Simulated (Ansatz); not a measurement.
SiBPC (zincblende [110] superlattice), computed twice by G0W0.

The cell holds 12 atoms: 3 B, 3 P, 3 Si and 3 C. Its edges and angles: a = 3.143 Å, b = 4.463 Å, c = 9.472 Å, α = 90.0°, β = 90.0°, γ = 90.0°. It derives from BP. Regions: BP, 6 atoms (3 B and 3 P); SiC, 6 atoms (3 Si and 3 C). The structure's axis is c.

```xyz
12
Lattice="3.1428 0.0000 0.0000 0.0000 4.4629 0.0000 0.0000 0.0000 9.4718" Properties=species:S:1:pos:R:3 pbc="T T T"
B     0.0000   -0.1608    0.7104
P     1.5714    0.9797    0.8705
B     1.5714    2.0920    2.4318
P     0.0000    3.2270    2.4318
B     0.0000   -0.1608    4.1532
P     1.5714    0.9797    3.9931
Si    1.5714    2.4074    5.6993
C     0.0000    3.4702    5.6061
Si    0.0000    0.1384    7.1677
C     1.5714    1.2327    7.1677
Si    1.5714    2.4074    8.6361
C     0.0000    3.4702    8.7293
```

The structure was relaxed with PBEsol. The runs that relaxed it are not among those shown.

The first (Ansatz 0.2.0; start PBEsol, 4×4×2 mesh, 257 empty bands, screening to 90 eV, PAW set soft_1 files; 4 threads of Arm Neoverse V1, shared host) gave, on its mesh: starting gap 0.44 eV, G0W0 gap 1.13 eV, RPA ε∞ (mean) 9.15, 2.4 min.

Question: The second changes empty bands from 257 to 65 and screening cutoff (eV) from 90.0 to 36. What does it give?

It gave: starting gap 0.44 eV, G0W0 gap 0.86 eV, RPA ε∞ (mean) 9.39, 32 s. The G0W0 gap moves by −0.27 eV, +0.00 eV from the start and −0.27 eV from the correction. Σc changes by +0.78 eV at the valence top and +0.51 eV at the conduction bottom, and Σx − Vxc between them by +0.00 eV.

Limits: not at the basis limit; coarse k mesh.

[Paths, hosts, dates, memory and timing lines, banners, echoed tables and standing remarks are left out of the program output.]

[Logs are printed without paths, hosts, clocks, repeated set-up lines and the standing remarks that a program may print on its own settings, such as how far it seeks lower states.]

[Runs of the session that timed out or met a known fault of the program may be left out.]

[Cells called generated may have been cut or substituted from an entry of the Crystallography Open Database or the Materials Project.]

[Hosts, paths, dates, database ids (printed as entryN), source tags and the programs' standing remarks are cut or masked in the printed files.]
